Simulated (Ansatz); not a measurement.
# Cs on Ni(100): change of the work function, part 3 of 4

How does Cs on the hollow site change the work function of Ni(100) as the layer fills?

Ansatz 0.2.0; plane-wave DFT, PBE, Ansatz PAW.

So far, work function, upper face (eV): step 2 (the clean slab) 4.88; step 3 (37 atoms, coverage 0.111 ML, cell 3x3) 1.84.

### 4. The covered slab, k-mesh 6×6×1, coverage 0.25 ML

System of this step: Cs/Ni(100). The cell holds 17 atoms: 16 Ni and 1 Cs. Cell: a = 4.978 Å, b = 4.978 Å, c = 26.593 Å, α = 90.0°, β = 90.0°, γ = 90.0°. Vacuum lies along c.

Another coverage, to see how the dipoles act on each other as their distance changes.

Contents of input.yaml:

```yaml
crystal:
  lattice:
    - [4.9780317396, 0.0, 0.0]
    - [0.0, 4.9780317396, 0.0]
    - [0.0, 0.0, 26.5926339927]
  atoms:
    - { symbol: Ni, position: [0.25, 0.25, 0.3384395845], spin: 0.76 }
    - { symbol: Ni, position: [0.0, 0.0, 0.4046233255], spin: 0.69 }
    - { symbol: Ni, position: [0.25, 0.25, 0.471639965], spin: 0.7 }
    - { symbol: Ni, position: [0.0, 0.0, 0.5353219847], spin: 0.76 }
    - { symbol: Ni, position: [0.25, 0.75, 0.3384395845], spin: 0.76 }
    - { symbol: Ni, position: [0.0, 0.5, 0.4046233255], spin: 0.69 }
    - { symbol: Ni, position: [0.25, 0.75, 0.471639965], spin: 0.7 }
    - { symbol: Ni, position: [0.0, 0.5, 0.5353219847], spin: 0.76 }
    - { symbol: Ni, position: [0.75, 0.25, 0.3384395845], spin: 0.76 }
    - { symbol: Ni, position: [0.5, 0.0, 0.4046233255], spin: 0.69 }
    - { symbol: Ni, position: [0.75, 0.25, 0.471639965], spin: 0.7 }
    - { symbol: Ni, position: [0.5, 0.0, 0.5353219847], spin: 0.76 }
    - { symbol: Ni, position: [0.75, 0.75, 0.3384395845], spin: 0.76 }
    - { symbol: Ni, position: [0.5, 0.5, 0.4046233255], spin: 0.69 }
    - { symbol: Ni, position: [0.75, 0.75, 0.471639965], spin: 0.7 }
    - { symbol: Ni, position: [0.5, 0.5, 0.5353219847], spin: 0.76 }
    - { symbol: Cs, position: [0.25, 0.25, 0.6615604155] }
magnetization:
  spin_polarized: true
kpoints:
  mp_grid: { grid: [6, 6, 1] }
hamiltonian:
  xc: pbe
scf:
  occupations: { method: fermi_dirac, width: 0.1 }
  convergence: { dr2_threshold: 1.0e-08 }
efield:
  axis: 3
  dipole_correction: true
  ramp_position: 0.97
  ramp_width: 0.06
relax:
  f_tol: 0.02
  max_steps: 60
  constraints: [{ sites: [0, 1, 4, 5, 8, 9, 12, 13] }]
output:
  dos: { projected: true, e_range: [-8, 4] }
  write_potential: true
  write_density: true
  volumetric_format: npy
  elf: true
```

Started as:

```console
> ansatz run input.yaml --threads 4 --pin off --max-ram 16384MiB --backend cpu --events-out ev --progress --plain --runs-dir out
```

Numbers of over 12 decimals in the logs are rounded to 6 here.

The log of the run:

```text
[...]
Crystal: 17 atoms, lattice volume = 658.987 Å³
Basis set: ecut = 420 eV, 12933 PW (Γ), exchange–correlation on 72×72×360 points (8 copies of the dense FFT grid, shifted against one another)
Bands: 186, of which v1, the nominal top of the filled ones, is band 149 counted from 1 (148 counted from 0)
Symmetry: 8 space group operations
k-points: 10 of 36
[...]
Starting moments: Σ|m| = 11.64 μB on 16 of 17 sites
[...]
SCF iter   1: F=—  HF=-99086.042571 eV  |F-HF|=—  |Δ(HF+E_count)|=         —  Δρ=1.92e-2 (↑1.37e-2 ↓1.92e-2)  dr2=2.61e1  dr2_m=7.92e-1  M=12.040 μB ∫|m|=12.616 μB  β_m=1.00  ethr=3.10e-3  p=-0.000 e·Å  D=-1.02e-7 V/Å  ΔV_dip=0.00 eV  dr2_dipole=2.41e0  V_vac-E_F(+/−)=7.02/7.02 eV  ⟨swp⟩=11.1  Hψ=19697  notcnv=0  defer=214
[...]
SCF iter  19: F=-99100.836287 eV  HF=-99100.836287 eV  |F-HF|=4.28e-9  |Δ(HF+E_count)|=   1.49e-8  Δρ=5.43e-7 (↑2.67e-7 ↓5.43e-7)  dr2=7.85e-9  dr2_m=3.95e-10  M=10.707 μB ∫|m|=12.277 μB  ethr=1.00e-12  p=0.395 e·Å  D=1.08e-1 V/Å  ΔV_dip=-2.88 eV  dr2_dipole=1.76e-9  V_vac-E_F(+/−)=2.01/4.89 eV  ⟨swp⟩=15.6  Hψ=30049  notcnv=0
SCF 1 converged in 19 iterations: F = -99100.836287 eV  dr2 = 7.85e-9
[...]
relax step   1: F+E_penalty+E_count = -99100.83628701 eV  Δ(F+E_penalty+E_count) = +0.000e0 eV  max|allowed force component| = 4.988e-1 eV/Å  Δτ_max = 0.0000 Å  (19 SCF iters, accepted)
[...]
SCF iter  14: F=-99100.876580 eV  HF=-99100.876580 eV  |F-HF|=4.76e-9  |Δ(HF+E_count)|=   1.05e-9  Δρ=5.46e-7 (↑8.61e-8 ↓5.46e-7)  dr2=5.72e-9  dr2_m=3.50e-10  M=10.685 μB ∫|m|=12.257 μB  ethr=1.60e-12  p=0.401 e·Å  D=1.10e-1 V/Å  ΔV_dip=-2.93 eV  dr2_dipole=5.68e-10  V_vac-E_F(+/−)=1.96/4.89 eV  ⟨swp⟩=10.8  Hψ=26593  notcnv=0
SCF 2 converged in 14 iterations: F = -99100.876580 eV  dr2 = 5.72e-9
relax step   2: F+E_penalty+E_count = -99100.87657971 eV  Δ(F+E_penalty+E_count) = -4.029e-2 eV  max|allowed force component| = 4.491e-1 eV/Å  Δτ_max = 0.0806 Å  (14 SCF iters, accepted)
SCF iter   1: F=—  HF=-99100.960299 eV  |F-HF|=—  |Δ(HF+E_count)|=         —  Δρ=1.86e-3 (↑9.20e-4 ↓1.86e-3)  dr2=1.31e-1  dr2_m=7.70e-3  M=10.617 μB ∫|m|=12.205 μB  β_m=1.00  ethr=1.23e-4  p=0.401 e·Å  D=1.10e-1 V/Å  ΔV_dip=-2.93 eV  dr2_dipole=1.70e-2  V_vac-E_F(+/−)=1.98/4.91 eV  ⟨swp⟩=7.7  Hψ=10282  notcnv=0  defer=253
[...]
SCF iter  14: F=-99100.952576 eV  HF=-99100.952576 eV  |F-HF|=2.87e-9  |Δ(HF+E_count)|=  2.91e-10  Δρ=4.19e-7 (↑7.87e-8 ↓4.19e-7)  dr2=2.43e-9  dr2_m=2.67e-10  M=10.611 μB ∫|m|=12.193 μB  ethr=1.27e-12  p=0.420 e·Å  D=1.15e-1 V/Å  ΔV_dip=-3.07 eV  dr2_dipole=5.66e-10  V_vac-E_F(+/−)=1.83/4.90 eV  ⟨swp⟩=11.1  Hψ=24554  notcnv=0
SCF 3 converged in 14 iterations: F = -99100.952576 eV  dr2 = 2.43e-9
relax step   3: F+E_penalty+E_count = -99100.95257620 eV  Δ(F+E_penalty+E_count) = -7.600e-2 eV  max|allowed force component| = 2.442e-1 eV/Å  Δτ_max = 0.1961 Å  (14 SCF iters, accepted)
[...]
relax step   4: F+E_penalty+E_count = -99100.97266810 eV  Δ(F+E_penalty+E_count) = -2.009e-2 eV  max|allowed force component| = 6.150e-2 eV/Å  Δτ_max = 0.1947 Å  (15 SCF iters, accepted)
SCF iter   1: F=—  HF=-99100.974721 eV  |F-HF|=—  |Δ(HF+E_count)|=         —  Δρ=4.10e-4 (↑2.65e-4 ↓4.10e-4)  dr2=8.91e-3  dr2_m=3.61e-4  M=10.519 μB ∫|m|=12.102 μB  β_m=1.00  ethr=4.57e-6  p=0.438 e·Å  D=1.20e-1 V/Å  ΔV_dip=-3.19 eV  dr2_dipole=2.05e-3  V_vac-E_F(+/−)=1.70/4.89 eV  ⟨swp⟩=3.9  Hψ=8177  notcnv=0  defer=246
[...]
SCF iter  13: F=-99100.974287 eV  HF=-99100.974287 eV  |F-HF|=3.81e-9  |Δ(HF+E_count)|=   1.28e-9  Δρ=7.44e-7 (↑1.77e-7 ↓7.44e-7)  dr2=5.45e-9  dr2_m=5.91e-10  M=10.517 μB ∫|m|=12.102 μB  ethr=1.85e-12  p=0.434 e·Å  D=1.19e-1 V/Å  ΔV_dip=-3.17 eV  dr2_dipole=3.18e-11  V_vac-E_F(+/−)=1.73/4.90 eV  ⟨swp⟩=11.3  Hψ=23414  notcnv=0
SCF 5 converged in 13 iterations: F = -99100.974287 eV  dr2 = 5.45e-9
relax step   5: F+E_penalty+E_count = -99100.97428730 eV  Δ(F+E_penalty+E_count) = -1.619e-3 eV  max|allowed force component| = 1.295e-2 eV/Å  Δτ_max = 0.0292 Å  (13 SCF iters, accepted)
[...]
SCF converged after 13 iterations
Magnetization: 10.5168 μB (153.7584 up, 143.2416 down)
Absolute magnetization: 12.1129 μB (∫|ρ↑−ρ↓|, with the PAW one-centre terms)
[...]
Per-site moments (μB) at R_I (Å): [(0.760226, 1.026719), (0.691755, 1.026719), (0.683351, 1.010863), (0.670216, 1.010419), (0.765380, 1.026719), (0.691755, 1.026719), (0.674091, 1.010419), (0.670216, 1.010419), (0.765380, 1.026719), (0.691755, 1.026719), (0.674091, 1.010419), (0.670216, 1.010419), (0.764124, 1.026719), (0.691755, 1.026719), (0.680366, 1.011338), (0.670216, 1.010419), (-0.013273, 1.402165)]
Free energy (F): -99100.974287 eV
[...]
Internal energy: -99100.024335 eV  (E = F + TS)
E sigma→0 (E₀):  -99100.499311 eV
Entropy (-TS):   -0.949952 eV (-55.880 meV/atom)
Fermi energy:    3.209928 eV
Dipole field:    D = 0.119245 V/Å  (p = 0.434264 e·Å, saw-weighted, corrected)
Work function:   Φ+ = 1.7275 eV   Φ− = 4.8986 eV
[...]
--- Forces (eV/Å), atoms counted from 1 ---
  atom   1  Ni     0.00000000     0.00000000     0.33213369
  atom   2  Ni     0.01117908     0.01117908    -0.32517869
  atom   3  Ni     0.00000000     0.00000000     0.01294612
  atom   4  Ni    -0.00525114    -0.00525114    -0.00420201
  atom   5  Ni    -0.00000000     0.00000000     0.32504871
  atom   6  Ni     0.01117908    -0.01117908    -0.32517869
  atom   7  Ni     0.00000000     0.00000000     0.00407280
  atom   8  Ni    -0.00525114     0.00525114    -0.00420201
  atom   9  Ni     0.00000000     0.00000000     0.32504871
  atom  10  Ni    -0.01117908     0.01117908    -0.32517869
  atom  11  Ni     0.00000000     0.00000000     0.00407280
  atom  12  Ni     0.00525114    -0.00525114    -0.00420201
  atom  13  Ni    -0.00000000     0.00000000     0.32951609
  atom  14  Ni    -0.01117908    -0.01117908    -0.32517869
  atom  15  Ni    -0.00000000     0.00000000    -0.00545576
  atom  16  Ni     0.00525114     0.00525114    -0.00420201
  atom  17  Cs    -0.00000000     0.00000000    -0.00987693
  max |Σ_I F_I| component: 1.66e-5 eV/Å
--- Band table (eV; the first three rows and the last of 20) ---
  k-point 0 ↑: bands = [... 145 lower, 2.6668, 2.6668, 2.7010, 2.7462, 2.7731, 3.0143, 3.0430, 3.5494, ... 33 higher]
  k-point 1 ↑: bands = [... 145 lower, 2.6245, 2.6339, 2.6546, 2.6707, 2.6955, 2.8741, 2.9033, 3.0486, ... 33 higher]
  k-point 2 ↑: bands = [... 145 lower, 2.5410, 2.5987, 2.6013, 2.6029, 2.6462, 2.6892, 2.6939, 2.7163, ... 33 higher]
  k-point 9 ↓: bands = [... 145 lower, 3.0285, 3.0338, 3.0344, 3.4852, 3.4852, 3.4889, 3.4914, 3.5474, ... 33 higher]
--- Relaxed structure (5 steps of the walk, 5 accepted, 0 SCFs on fresh bases) ---
  F+E_penalty+E_count = -99100.97428730 eV   max|allowed force component| = 1.295e-2 eV/Å
  atoms:
    - { symbol: Ni, position: [0.25, 0.25, 0.3384395845] }
    - { symbol: Ni, position: [0.0, 0.0, 0.404623] }
    - { symbol: Ni, position: [0.25, 0.25, 0.471929] }
    - { symbol: Ni, position: [-0.00109298, -0.00109298, 0.535753] }
    - { symbol: Ni, position: [0.25, 0.750000, 0.3384395845] }
    - { symbol: Ni, position: [0.0, 0.5, 0.404623] }
    - { symbol: Ni, position: [0.25, 0.750000, 0.471688] }
    - { symbol: Ni, position: [-0.00109298, 0.501093, 0.535753] }
    - { symbol: Ni, position: [0.750000, 0.25, 0.3384395845] }
    - { symbol: Ni, position: [0.5, 0.0, 0.404623] }
    - { symbol: Ni, position: [0.750000, 0.25, 0.471688] }
    - { symbol: Ni, position: [0.501093, -0.00109298, 0.535753] }
    - { symbol: Ni, position: [0.750000, 0.750000, 0.3384395845] }
    - { symbol: Ni, position: [0.5, 0.5, 0.404623] }
    - { symbol: Ni, position: [0.750000, 0.750000, 0.471270] }
    - { symbol: Ni, position: [0.501093, 0.501093, 0.535753] }
    - { symbol: Cs, position: [0.25, 0.25, 0.644933] }
```

Elapsed: 12 min, on 4 threads of Arm Neoverse V1, shared host; peak memory 4 GiB.

Relaxation path:

```
step  energy less that of the first step (eV)  largest force component (eV/Å)
   1                                   0.0000                          0.4988
   2                                  -0.0403                          0.4491
   3                                  -0.1163                          0.2442
   4                                  -0.1364                          0.0615
   5                                  -0.1380                          0.0129
```

Forces are held to the 8 operations that the run works with; a distortion that breaks them can't arise in this run.

The atoms that moved most (Å):

```
atom      dx      dy      dz  length
Cs17   0.000   0.000  -0.442   0.442
Ni16   0.005   0.005   0.011   0.014
Ni12   0.005  -0.005   0.011   0.014
 Ni8  -0.005   0.005   0.011   0.014
 Ni4  -0.005  -0.005   0.011   0.014
Ni15   0.000   0.000  -0.010   0.010
 Ni3   0.000   0.000   0.008   0.008
```

Final coordinates:

```xyz
17
Lattice="4.9780 0.0000 0.0000 0.0000 4.9780 0.0000 0.0000 0.0000 26.5926" Properties=species:S:1:pos:R:3
Ni    1.2445    1.2445    9.0000
Ni    0.0000    0.0000   10.7600
Ni    1.2445    1.2445   12.5498
Ni   -0.0054   -0.0054   14.2471
Ni    1.2445    3.7335    9.0000
Ni    0.0000    2.4890   10.7600
Ni    1.2445    3.7335   12.5434
Ni   -0.0054    2.4945   14.2471
Ni    3.7335    1.2445    9.0000
Ni    2.4890    0.0000   10.7600
Ni    3.7335    1.2445   12.5434
Ni    2.4945   -0.0054   14.2471
Ni    3.7335    3.7335    9.0000
Ni    2.4890    2.4890   10.7600
Ni    3.7335    3.7335   12.5323
Ni    2.4945    2.4945   14.2471
Cs    1.2445    1.2445   17.1505
```

This step gave:

- energy at zero smearing: -99100.4993 eV
- total moment: 10.52 μB
- work function, upper face: 1.727 eV
- work function, lower face: 4.899 eV
- dipole along the normal: 0.4343 e·Å
- step between the vacuum levels: -3.171 eV

Running mean over 1.76 Å of the planar mean; the ramp of the sawtooth is left out. Electron's electrostatic potential energy less the Fermi level against z:

z (Å), electron's electrostatic potential energy less the Fermi level (eV) and a bar from the least value:
```
      3.5        4.9 ##############################
      4.0        4.9 ##############################
      4.5        4.9 ##############################
      5.0        4.9 ##############################
      5.5        4.9 ##############################
      6.0        4.9 ##############################
      6.5        4.8 ##############################
      7.0        4.4 #############################
      7.5        2.9 ##########################
      8.0       -1.7 #################
      8.5       -7.4 #######
      9.0       -9.9 ##
      9.5      -10.2 #
     10.0      -10.3 #
     10.5      -10.3 #
     11.0      -10.3 #
     11.5      -10.1 #
     12.0      -10.2 #
     12.5      -10.4 #
     13.0      -10.8 
     13.5      -10.9 
     14.0      -10.4 #
     14.5       -9.1 ###
     15.0       -5.1 ###########
     15.5       -0.3 ####################
     16.0        0.6 ######################
     16.5       -1.0 ###################
     17.0       -2.5 ################
     17.5       -2.6 ################
     18.0       -1.6 ##################
     18.5       -0.2 ####################
     19.0        0.9 ######################
     19.5        1.3 #######################
     20.0        1.5 ########################
     20.5        1.6 ########################
     21.0        1.7 ########################
     21.5        1.7 ########################
     22.0        1.7 ########################
     22.5        1.7 ########################
     23.0        1.7 ########################
```

The density of states has structure finer than the step of the table below, so its rows give means over 0.25 eV, whole bins alone (the curve runs from -8 to 1.98 eV). Peaks (eV: height): total -2.200: 61.4, -1.650: 61.4, -1.530: 58.7, -1.200: 62.7, -1.020: 58.6, -0.930: 73.2, -0.600: 83.2; up -3.190: 27.9, -2.200: 46.8, -1.920: 34.2, -1.650: 36.5, -1.200: 32.9, -0.840: 44.0, -0.600: 60.7; down -2.770: 33.2, -1.590: 35.1, -1.530: 36.6, -1.020: 34.6, -0.930: 50.2, -0.660: 32.4, -0.090: 35.5.

Density of states against energy, zero at the Fermi level; means over each step; values in states/eV a cell:

| energy (eV) | total | up | down |
| --- | --- | --- | --- |
| -7.75 | 1.10 | 0.554 | 0.547 |
| -7.50 | 1.03 | 0.519 | 0.514 |
| -7.25 | 1.09 | 0.550 | 0.544 |
| -7.00 | 1.16 | 0.583 | 0.575 |
| -6.75 | 1.55 | 0.765 | 0.786 |
| -6.50 | 2.47 | 1.25 | 1.22 |
| -6.25 | 2.79 | 1.41 | 1.38 |
| -6.00 | 1.97 | 1.02 | 0.948 |
| -5.75 | 2.67 | 1.41 | 1.26 |
| -5.50 | 3.00 | 1.60 | 1.40 |
| -5.25 | 3.70 | 1.96 | 1.74 |
| -5.00 | 4.04 | 2.39 | 1.64 |
| -4.75 | 5.58 | 3.00 | 2.58 |
| -4.50 | 8.36 | 5.79 | 2.57 |
| -4.25 | 12.8 | 7.92 | 4.90 |
| -4.00 | 17.7 | 11.6 | 6.06 |
| -3.75 | 23.8 | 16.6 | 7.20 |
| -3.50 | 20.6 | 12.8 | 7.81 |
| -3.25 | 30.2 | 13.9 | 16.3 |
| -3.00 | 26.5 | 14.9 | 11.7 |
| -2.75 | 25.5 | 15.1 | 10.4 |
| -2.50 | 31.0 | 17.2 | 13.9 |
| -2.25 | 42.5 | 29.1 | 13.5 |
| -2.00 | 33.6 | 18.5 | 15.2 |
| -1.75 | 41.7 | 22.8 | 18.9 |
| -1.50 | 48.0 | 22.6 | 25.4 |
| -1.25 | 46.9 | 27.3 | 19.6 |
| -1.00 | 53.3 | 27.3 | 25.9 |
| -0.75 | 55.1 | 32.2 | 22.9 |
| -0.50 | 45.5 | 20.5 | 24.9 |
| -0.25 | 29.4 | 4.76 | 24.7 |
| 0.00 | 28.7 | 3.86 | 24.8 |
| 0.25 | 25.3 | 2.70 | 22.6 |
| 0.50 | 10.5 | 2.97 | 7.57 |
| 0.75 | 8.31 | 3.57 | 4.74 |
| 1.00 | 8.04 | 4.20 | 3.84 |
| 1.25 | 7.95 | 4.13 | 3.82 |
| 1.50 | 8.01 | 3.08 | 4.93 |
| 1.75 | 6.66 | 2.99 | 3.67 |

Projected DOS per atom over height of the atomic layer and energy from the Fermi level. Layers: Ni4 Ni4 Ni4 Ni4 Cs from below.

Ten even steps from '0' (0.01 states/eV) to '9' (4.11 states/eV), each cell a mean:
```
00000
00001
00001
22221
53340
65570
96690
76680
64460
56550
34330
24430
24420
12310
01100
00000
00000
00000
00000
00000
00000
00000
```
Columns: height of the atomic layer (Å) from 9 to 17.2 (not evenly spaced); rows upwards: energy from the Fermi level (eV) from -7.96 to 1.95.

Projected DOS per atom, spin up over height of the atomic layer and energy from the Fermi level. Layers: Ni4 Ni4 Ni4 Ni4 Cs from below.

Ten even steps from '_' (0.00 states/eV) to '@' (2.31 states/eV), each cell a mean:
```
__________
________..
________..
________..
______..__
==++++++__
@@##**@@__
##++++##__
##----##__
********__
======--__
::------__
::++++::__
..----..__
__....____
__________
__________
__________
__________
__________
__________
__________
```
Columns: height of the atomic layer (Å) from 9 to 17.2 (not evenly spaced); rows upwards: energy from the Fermi level (eV) from -7.96 to 1.95.

(Part 3 of 4 ends here.)

[Logs are printed without paths, hosts, clocks, repeated set-up lines and the standing remarks that a program may print on its own settings, such as how far it seeks lower states.]

[Hosts, paths, dates, database ids (printed as entryN), source tags and the programs' standing remarks are cut or masked in the printed files.]

[Maps of the electrostatic potential energy from Ansatz leave out the sawtooth potential of an applied field or a dipole correction, so their vacuum need not be flat; planar profiles and work functions include it.]

[The density of states shown here was stored with 400 of the rows of the run's finer table, so its peaks can read low, often by over a quarter, or be missed, and its means over a window can be off by a tenth or more.]
